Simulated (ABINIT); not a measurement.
# BaLiCl3 (Pm-3m): phonons by linear response, part 2 of 4

How does BaLiCl3 (Pm-3m) vibrate, and is this structure a minimum?

ABINIT 10.8.3; DFT LDA, scalar-relativistic, plane waves, PseudoDojo norm-conserving pseudopotentials.

So far. Step 5 (Relaxation): The volume changes by +0.0 % in this run and stands +42.2 % from the first cell. The relaxed cell has a = 4.718 Å (conventional setting).

The structure was built from a prototype and need not be the compound's stable phase.

### 8. Linear response at Γ

The derivative of the wavefunctions by k comes first, since the response to a field is built on it; then the field and the displacements that symmetry doesn't supply are solved at q = 0.

It reads the wavefunctions written in step 6.

Input file dfpt_gamma.abi:

```
ndtset 2

# common to the responses
getwfk_filepath "gso_WFK"
kptopt 2
nqpt 1
qpt 0.0 0.0 0.0
asr 0
chneut 0

# d/dk
rfelfd1 2
rfdir1 1 1 1
iscf1 -3
tolwfr1 1.0d-20

# displacements, field
rfphon2 1
rfatpol2 1 5
rfdir2 1 1 1
rfelfd2 3
getddk2 1
tolvrs2 1.0d-10
prtwf2 0

# basis, mesh and filling
ecut 33.0
ngkpt 4 4 4
nshiftk 1
shiftk 0.0 0.0 0.0
istwfk *1
occopt 1
nband 17
nstep 100
diemac 9.0
prtebands 0
prtgsr 0
useylm 1

# cell and atoms
acell 8.914984148 8.914984148 8.914984148
rprim 
    1.0 0.0 0.0
    0.0 1.0 0.0
    0.0 0.0 1.0
ntypat 3
znucl 56 3 17
natom 5
typat 1 2 3 3 3
xred 
    0.0 0.0 0.0
    0.5 0.5 0.5
    0.0 0.5 0.5
    0.5 0.5 0.0
    0.5 0.0 0.5
pp_dirpath "./pseudo"
pseudos "Ba.upf, Li.upf, Cl.upf"
```

On the command line:

```console
OMP_NUM_THREADS=1 mpirun -n 4 abinit dfpt_gamma.abi > dfpt_gamma.log
```

Numbers of over 12 decimals in the logs are rounded to 6 here.

dfpt_gamma.abo, the main output file:

```text
[banners, grids, parts of the stress and lines that vanish by symmetry left out]
- input  file    -> dfpt_gamma.abi
- output file    -> dfpt_gamma.abo
- root for input  files -> dfpt_gammai
[...]
DATASET    1 : space group Pm -3 m (#221); Bravais cP (primitive cubic)
[...]
nfft =      110592          nkpt =          36
[...]
DATASET    2 : space group Pm -3 m (#221); Bravais cP (primitive cubic)
[...]
nfft =      110592          nkpt =          36
[...]
== DATASET  1 ==================================================================
[...]
cutoff_energies: {ecut:  33.0, pawecutdg:  -1.0, }
[...]
- 17.00000   7.00000  180309                  znucl, zion, pspdat
[...]
Perturbation : derivative vs k along direction   1
[...]
-ETOT  1  -16.648418617783     -1.665E+01 4.241E-02 0.000E+00
 ETOT  2  -16.667046125503     -1.863E-02 2.165E-04 0.000E+00
 ETOT  3  -16.667095287193     -4.916E-05 1.068E-06 0.000E+00
 ETOT  4  -16.667095471922     -1.847E-07 1.492E-08 0.000E+00
 ETOT  5  -16.667095472818     -8.960E-10 1.585E-10 0.000E+00
[...]
At SCF step   11   max residual=  9.92E-21 < tolwfr=  1.00E-20 =>converged.
[...]
Perturbation : derivative vs k along direction   2
[...]
-ETOT  1  -16.648340205687     -1.665E+01 4.241E-02 0.000E+00
[...]
At SCF step   11   max residual=  9.92E-21 < tolwfr=  1.00E-20 =>converged.
[...]
Perturbation : derivative vs k along direction   3
[...]
-ETOT  1  -16.648418625378     -1.665E+01 4.241E-02 0.000E+00
[...]
At SCF step   11   max residual=  9.92E-21 < tolwfr=  1.00E-20 =>converged.
[...]
1        1       0.9779473235   -0.0000000000
     1        2       0.0000000000    0.0000000000
     1        3       0.0000000000    0.0000000000
     2        1       0.0000000000    0.0000000000
     2        2       0.9779473235    0.0000000000
     2        3       0.0000000000    0.0000000000
     3        1       0.0000000000    0.0000000000
     3        2       0.0000000000    0.0000000000
     3        3       0.9779473235    0.0000000000
[...]
== DATASET  2 ==================================================================
[...]
cutoff_energies: {ecut:  33.0, pawecutdg:  -1.0, }
[...]
Perturbation : displacement of atom   1   along direction   1
[...]
-ETOT  1   1.566911     -1.050E+03 2.616E+00 2.633E+03
[...]
At SCF step   10       vres2   =  8.32E-13 < tolvrs=  1.00E-10 =>converged.
[...]
Perturbation : displacement of atom   2   along direction   1
[...]
-ETOT  1   3.657147     -2.709E+03 2.970E+01 4.126E+03
[...]
At SCF step   10       vres2   =  2.08E-12 < tolvrs=  1.00E-10 =>converged.
[...]
Perturbation : displacement of atom   3   along direction   1
[...]
-ETOT  1   5.900866     -9.980E+02 2.249E+00 2.388E+03
[...]
At SCF step   10       vres2   =  5.70E-12 < tolvrs=  1.00E-10 =>converged.
[...]
Perturbation : displacement of atom   3   along direction   2
[...]
-ETOT  1   2.388027     -9.878E+02 2.339E+00 2.633E+03
[...]
At SCF step   10       vres2   =  4.32E-12 < tolvrs=  1.00E-10 =>converged.
[...]
Perturbation : homogeneous electric field along direction   1
[...]
-ETOT  1  -66.789798181214     -6.679E+01 4.176E-01 1.901E+04
[...]
ETOT  9  -75.376966319474     -1.216E-11 8.493E-14 3.334E-10
 ETOT 10  -75.376966319474     -1.137E-13 3.848E-16 2.988E-11
 At SCF step   10       vres2   =  2.99E-11 < tolvrs=  1.00E-10 =>converged.
[...]
Dielectric tensor, in cartesian coordinates,
[...]
1    7   1    7         3.6913377726        -0.0000000000
   1    7   2    7        -0.0000000000        -0.0000000000
   1    7   3    7        -0.0000000000        -0.0000000000
   2    7   1    7        -0.0000000000        -0.0000000000
   2    7   2    7         3.6913377726        -0.0000000000
   2    7   3    7        -0.0000000000        -0.0000000000
   3    7   1    7        -0.0000000000        -0.0000000000
   3    7   2    7        -0.0000000000        -0.0000000000
   3    7   3    7         3.6913377726        -0.0000000000
  Effective charges, in cartesian coordinates,
[...]
1    1   1    7         2.9066975770         0.0000000000
   2    1   1    7         0.0000000000         0.0000000000
   3    1   1    7         0.0000000000         0.0000000000
   1    2   1    7         1.1128177114         0.0000000000
   2    2   1    7         0.0000000000         0.0000000000
[...]
Effective charges, in cartesian coordinates,
[...]
2    7   1    5         0.0000000000         0.0000000000
   3    7   1    5         0.0000000000         0.0000000000
   1    7   2    5         0.0000000000         0.0000000000
   2    7   2    5        -1.2255494568         0.0000000000
   3    7   2    5         0.0000000000         0.0000000000
   1    7   3    5         0.0000000000         0.0000000000
   2    7   3    5         0.0000000000         0.0000000000
   3    7   3    5        -1.4006315967         0.0000000000
  Phonon wavevector (reduced coordinates) :  0.00000  0.00000  0.00000
 Phonon energies in Hartree :
[...]
Phonon frequencies in cm-1    :
-  5.124490E-01  5.124492E-01  5.124499E-01  6.051010E+01  6.051010E+01
-  6.051010E+01  1.037127E+02  1.037127E+02  1.037127E+02  1.892361E+02
-  1.892361E+02  1.892361E+02  3.585239E+02  3.585239E+02  3.585239E+02
  Phonon at Gamma, with non-analyticity in the
[...]
Phonon energies in Hartree :
[...]
Phonon frequencies in cm-1    :
-  5.124490E-01  5.124492E-01  5.160532E-01  6.051010E+01  6.051010E+01
-  1.037127E+02  1.037127E+02  1.037127E+02  1.235652E+02  1.892361E+02
-  1.892361E+02  2.112252E+02  3.585239E+02  3.585239E+02  3.975162E+02
  Phonon at Gamma, with non-analyticity in the
[...]
Phonon energies in Hartree :
[...]
Phonon frequencies in cm-1    :
-  5.124490E-01  5.124499E-01  5.160525E-01  6.051010E+01  6.051010E+01
-  1.037127E+02  1.037127E+02  1.037127E+02  1.235652E+02  1.892361E+02
-  1.892361E+02  2.112252E+02  3.585239E+02  3.585239E+02  3.975162E+02
  Phonon at Gamma, with non-analyticity in the
[...]
Phonon energies in Hartree :
[...]
Phonon frequencies in cm-1    :
-  5.124492E-01  5.124499E-01  5.160523E-01  6.051010E+01  6.051010E+01
-  1.037127E+02  1.037127E+02  1.037127E+02  1.235652E+02  1.892361E+02
-  1.892361E+02  2.112252E+02  3.585239E+02  3.585239E+02  3.975162E+02
[...]
fcart2     0.0000000000E+00  0.0000000000E+00  0.0000000000E+00
           strten2     0.0000000000E+00  0.0000000000E+00  0.0000000000E+00
================================================================================
```

Run time: 3.3 min. Hardware: 4 MPI ranks of Arm Neoverse V1, shared host; 13 min of CPU time.

This step gave:

```
miss of the charge sum rule                                       : 0.007298 e
largest acoustic frequency at the zone centre before the sum rule : 0.51 cm⁻¹
highest optical zone-centre mode (no LO-TO term)                  : 358.5 cm⁻¹
lowest optical zone-centre mode                                   : 60.51 cm⁻¹
mean high-frequency dielectric constant                           : 3.691
largest Born charge in size (third of the trace)                  : 2.907 e
```

Born charge (rows field, columns displacement), before the sum rule (e), principal values of the symmetric part by kind of site:

```csv
atom,atoms with these values,low,middle,high,mean
Ba1,1,2.91,2.91,2.91,2.91
Li2,1,1.11,1.11,1.11,1.11
Cl3,3,-1.40,-1.40,-1.23,-1.34
```

In full for Cl3:

```
-1.23  0.00  0.00
 0.00 -1.40  0.00
 0.00  0.00 -1.40
```

High-frequency dielectric tensor:

```
3.69 0.00 0.00
0.00 3.69 0.00
0.00 0.00 3.69
```

The acoustic modes at Γ come out as far as 0.5 cm⁻¹ from zero, where they should vanish, a small numerical error; the Born charges miss their sum rule by 0.0073 e, which is good.

### 9. Modes with the sum rule

anaddb reads the merged derivatives, imposes the acoustic sum rule and charge neutrality, and adds the LO-TO term along chosen directions.

Input file anaddb.abi:

```
ddb_filepath "gamma_DDB"
output_file "anaddb.abo"
outdata_prefix "anaddb"
asr 1
chneut 1
enunit 2
eivec 1
nph1l 1
qph1l 0.0 0.0 0.0 1.0
dieflag 1
nph2l 3
qph2l 
    1.0 0.0 0.0 0.0
    0.0 0.0 1.0 0.0
    1.0 1.0 1.0 0.0
```

Input file mrgddb.in:

```
gamma_DDB
merged
2
dfpt_gammao_DS2_DDB
gso_DDB
```

On the command line:

```console
mrgddb < mrgddb.in > mrgddb.log
OMP_NUM_THREADS=1 anaddb anaddb.abi > anaddb.log
```

anaddb.abo, the main output file:

```text
[banners, grids, parts of the stress and lines that vanish by symmetry left out]
-outvars_anaddb: echo values of input variables ----------------------

 Flags :
[...]
Dielectric Tensor and Effective Charges
[...]
Effective charge tensors after
[...]
Phonon wavevector (reduced coordinates) :  0.00000  0.00000  0.00000
 Phonon energies in Hartree :
[...]
Phonon energies in meV     :
-  0.000000E+00  0.000000E+00  0.000000E+00  7.501969E+00  7.501969E+00
-  7.501969E+00  1.285837E+01  1.285837E+01  1.285837E+01  2.346213E+01
-  2.346213E+01  2.346213E+01  4.445127E+01  4.445127E+01  4.445127E+01
 Phonon frequencies in cm-1    :
-  0.000000E+00  0.000000E+00  0.000000E+00  6.050746E+01  6.050746E+01
-  6.050746E+01  1.037098E+02  1.037098E+02  1.037098E+02  1.892348E+02
-  1.892348E+02  1.892348E+02  3.585236E+02  3.585236E+02  3.585236E+02
 Phonon frequencies in Thz     :
-  0.000000E+00  0.000000E+00  0.000000E+00  1.813968E+00  1.813968E+00
-  1.813968E+00  3.109141E+00  3.109141E+00  3.109141E+00  5.673118E+00
-  5.673118E+00  5.673118E+00  1.074827E+01  1.074827E+01  1.074827E+01
 Phonon energies in Kelvin  :
-  0.000000E+00  0.000000E+00  0.000000E+00  8.705673E+01  8.705673E+01
-  8.705673E+01  1.492152E+02  1.492152E+02  1.492152E+02  2.722667E+02
-  2.722667E+02  2.722667E+02  5.158355E+02  5.158355E+02  5.158355E+02
[...]
-  1  0.00000000E+00  0.00000000E+00 -1.47947208E-03
-     0.00000000E+00  0.00000000E+00  0.00000000E+00
-  2  0.00000000E+00  0.00000000E+00 -1.47947239E-03
-     0.00000000E+00  0.00000000E+00  0.00000000E+00
-  3  0.00000000E+00  0.00000000E+00 -1.47947227E-03
-     0.00000000E+00  0.00000000E+00  0.00000000E+00
-  4  0.00000000E+00  0.00000000E+00 -1.47947230E-03
-     0.00000000E+00  0.00000000E+00  0.00000000E+00
-  5  0.00000000E+00  0.00000000E+00 -1.47947227E-03
-     0.00000000E+00  0.00000000E+00  0.00000000E+00
[...]
-  1  0.00000000E+00 -1.47947208E-03  0.00000000E+00
-     0.00000000E+00  0.00000000E+00  0.00000000E+00
-  2  0.00000000E+00 -1.47947239E-03  0.00000000E+00
-     0.00000000E+00  0.00000000E+00  0.00000000E+00
-  3  0.00000000E+00 -1.47947227E-03  0.00000000E+00
-     0.00000000E+00  0.00000000E+00  0.00000000E+00
-  4  0.00000000E+00 -1.47947227E-03  0.00000000E+00
-     0.00000000E+00  0.00000000E+00  0.00000000E+00
-  5  0.00000000E+00 -1.47947230E-03  0.00000000E+00
-     0.00000000E+00  0.00000000E+00  0.00000000E+00
[...]
-  1  1.47947208E-03  0.00000000E+00  0.00000000E+00
-     0.00000000E+00  0.00000000E+00  0.00000000E+00
-  2  1.47947239E-03  0.00000000E+00  0.00000000E+00
-     0.00000000E+00  0.00000000E+00  0.00000000E+00
-  3  1.47947230E-03  0.00000000E+00  0.00000000E+00
-     0.00000000E+00  0.00000000E+00  0.00000000E+00
-  4  1.47947227E-03  0.00000000E+00  0.00000000E+00
-     0.00000000E+00  0.00000000E+00  0.00000000E+00
[...]
-  5 -2.32310245E-04  0.00000000E+00  0.00000000E+00
-     0.00000000E+00  0.00000000E+00  0.00000000E+00
[...]
-     1         -0.000000     0.000000     0.000000     0.000000
-     2         -0.000000     0.000000    -0.000000     0.000000
[...]
-   1     Real    0.0000E+00  0.0000E+00  0.0000E+00  0.0000E+00  0.0000E+00  0.0000E+00  0.0000E+00
[...]
-   2     Real    0.0000E+00  0.0000E+00  0.0000E+00  0.0000E+00  0.0000E+00  0.0000E+00  0.0000E+00
[...]
-   3     Real    0.0000E+00  0.0000E+00  0.0000E+00  0.0000E+00  0.0000E+00  0.0000E+00  0.0000E+00
[...]
-   4     Real    0.0000E+00  1.9648E-14  7.8840E-05  0.0000E+00 -8.7769E-11  1.2446E-09  7.8840E-05
[...]
-   5     Real    0.0000E+00  7.8840E-05  1.9648E-14  8.9519E-11  0.0000E+00 -1.2446E-09  7.8840E-05
[...]
-   6     Real    7.8840E-05  0.0000E+00  0.0000E+00 -8.9517E-11  8.7771E-11  0.0000E+00  7.8840E-05
[...]
-   7     Real    0.0000E+00  0.0000E+00  0.0000E+00  0.0000E+00  0.0000E+00  0.0000E+00  0.0000E+00
[...]
-   8     Real    0.0000E+00  0.0000E+00  0.0000E+00  0.0000E+00  0.0000E+00  0.0000E+00  0.0000E+00
[...]
-   9     Real    0.0000E+00  0.0000E+00  0.0000E+00  0.0000E+00  0.0000E+00  0.0000E+00  0.0000E+00
[...]
-  10     Real    0.0000E+00  0.0000E+00  3.2091E-05  0.0000E+00  1.3717E-10  3.8431E-10  3.2091E-05
[...]
-  11     Real    0.0000E+00  3.2091E-05  0.0000E+00 -9.7409E-11  0.0000E+00 -3.8431E-10  3.2091E-05
[...]
-  12     Real    3.2091E-05  0.0000E+00  0.0000E+00  9.7408E-11 -1.3718E-10  0.0000E+00  3.2091E-05
[...]
-  13     Real    0.0000E+00  0.0000E+00  1.0476E-04  0.0000E+00  0.0000E+00  0.0000E+00  1.0476E-04
[...]
-  14     Real    0.0000E+00  1.0476E-04  0.0000E+00  9.2903E-10  0.0000E+00  0.0000E+00  1.0476E-04
[...]
-  15     Real    1.0476E-04  0.0000E+00  0.0000E+00 -9.2903E-10  0.0000E+00  0.0000E+00  1.0476E-04
[...]
Phonon at Gamma, with non-analyticity in the
[...]
Phonon energies in Hartree :
[...]
Phonon energies in meV     :
[...]
Phonon frequencies in cm-1    :
[...]
Phonon frequencies in Thz     :
[...]
Phonon energies in Kelvin  :
[...]
-  1.492152E+02  1.492152E+02  1.492152E+02  1.776474E+02  2.722667E+02
-  2.722667E+02  3.039063E+02  5.158355E+02  5.158355E+02  5.720228E+02
[...]
-  1  0.00000000E+00  0.00000000E+00 -1.47947208E-03
-     0.00000000E+00  0.00000000E+00  0.00000000E+00
-  2  0.00000000E+00  0.00000000E+00 -1.47947239E-03
-     0.00000000E+00  0.00000000E+00  0.00000000E+00
-  3  0.00000000E+00  0.00000000E+00 -1.47947227E-03
-     0.00000000E+00  0.00000000E+00  0.00000000E+00
-  4  0.00000000E+00  0.00000000E+00 -1.47947230E-03
-     0.00000000E+00  0.00000000E+00  0.00000000E+00
-  5  0.00000000E+00  0.00000000E+00 -1.47947227E-03
-     0.00000000E+00  0.00000000E+00  0.00000000E+00
[...]
Phonon at Gamma, with non-analyticity in the
[...]
Phonon energies in Hartree :
[...]
Phonon energies in meV     :
-  0.000000E+00  0.000000E+00  0.000000E+00  7.501969E+00  7.501969E+00
-  1.285837E+01  1.285837E+01  1.285837E+01  1.530847E+01  2.346213E+01
-  2.346213E+01  2.618862E+01  4.445127E+01  4.445127E+01  4.929311E+01
 Phonon frequencies in cm-1    :
-  0.000000E+00  0.000000E+00  0.000000E+00  6.050746E+01  6.050746E+01
[...]
Phonon frequencies in Thz     :
[...]
Phonon energies in Kelvin  :
[...]
Phonon at Gamma, with non-analyticity in the
[...]
Phonon energies in Hartree :
[...]
Phonon energies in meV     :
[...]
Phonon frequencies in cm-1    :
[...]
Phonon frequencies in Thz     :
[...]
Phonon energies in Kelvin  :
[...]
-  1.492152E+02  1.492152E+02  1.492152E+02  1.776474E+02  2.722667E+02
-  2.722667E+02  3.039063E+02  5.158355E+02  5.158355E+02  5.720228E+02
[...]
-  4 -1.87455322E-04  1.18815541E-04 -5.56456640E-04
-     0.00000000E+00  0.00000000E+00  0.00000000E+00
-  5 -1.87455322E-04 -9.63227095E-04  6.86397808E-05
-     0.00000000E+00  0.00000000E+00  0.00000000E+00
[...]
Direction                     Dielectric constant
[...]
0.00000   0.00000   1.00000     23.55003611
   1.00000   1.00000   1.00000     23.55003611
-
```

Run time: 0.57 s. Hardware: 1 thread.

Read from the output:

```yaml
mean_static_dielectric_constant: 23.55
highest_mode_moved_by_the_lo_to_term: 397.6 cm⁻¹
```

No LO-TO term; unit eigenvectors of the mass-weighted matrix, from anaddb's displacements. The modes at Γ (shares of kinetic energy by element, %):

| mode | frequency (cm⁻¹) | symmetry | Ba % | Li % | Cl % |
| --- | --- | --- | --- | --- | --- |
| 1 | 0.0 | acoustic | 55 | 3 | 42 |
| 2 | 0.0 | acoustic | 55 | 3 | 42 |
| 3 | 0.0 | acoustic | 55 | 3 | 42 |
| 4 | 60.5 | T1u | 45 | 3 | 52 |
| 5 | 60.5 | T1u | 45 | 3 | 52 |
| 6 | 60.5 | T1u | 45 | 3 | 52 |
| 7 | 103.7 | T2u | 0 | 0 | 100 |
| 8 | 103.7 | T2u | 0 | 0 | 100 |
| 9 | 103.7 | T2u | 0 | 0 | 100 |
| 10 | 189.2 | T1u | 0 | 18 | 82 |
| 11 | 189.2 | T1u | 0 | 18 | 82 |
| 12 | 189.2 | T1u | 0 | 18 | 82 |
| 13 | 358.5 | T1u | 0 | 76 | 24 |
| 14 | 358.5 | T1u | 0 | 76 | 24 |
| 15 | 358.5 | T1u | 0 | 76 | 24 |

Displacements in mode 4 (60.5 cm⁻¹), the largest set to 1:
```
Ba1  0.00  0.00 -0.81
Li2  0.00  0.00  0.88
Cl3  0.00  0.00  0.99
Cl4  0.00  0.00  1.00
Cl5  0.00  0.00  0.99
```

Displacements in mode 7 (103.7 cm⁻¹), the largest set to 1:
```
Ba1  0.00  0.00  0.00
Li2  0.00  0.00  0.00
Cl3  0.00  0.00 -1.00
Cl4  0.00  0.00  0.00
Cl5  0.00  0.00  1.00
```

Trace of the oscillator strength, degenerate modes summed. Lines of the infrared spectrum (strongest = 100):

| position (cm⁻¹) | lines merged | IR intensity, relative |
| --- | --- | --- |
| 60 | 3 | 75 |
| 104 | 3 | 0.0 |
| 189 | 3 | 31 |
| 358 | 3 | 100 |

Static dielectric tensor (ions relaxed, fixed cell):

```
23.55  0.00  0.00
 0.00 23.55  0.00
 0.00  0.00 23.55
```

The rule moves no optical mode by more than 0.1 cm⁻¹.

(Part 2 of 4 ends here.)

[Host names and launcher messages were left out of these logs when they were recorded.]

[Logs are printed without paths, hosts, clocks, repeated set-up lines and the standing remarks that a program may print on its own settings, such as how far it seeks lower states.]

[Hosts, paths, dates, database ids (printed as entryN), source tags and the programs' standing remarks are cut or masked in the printed files.]
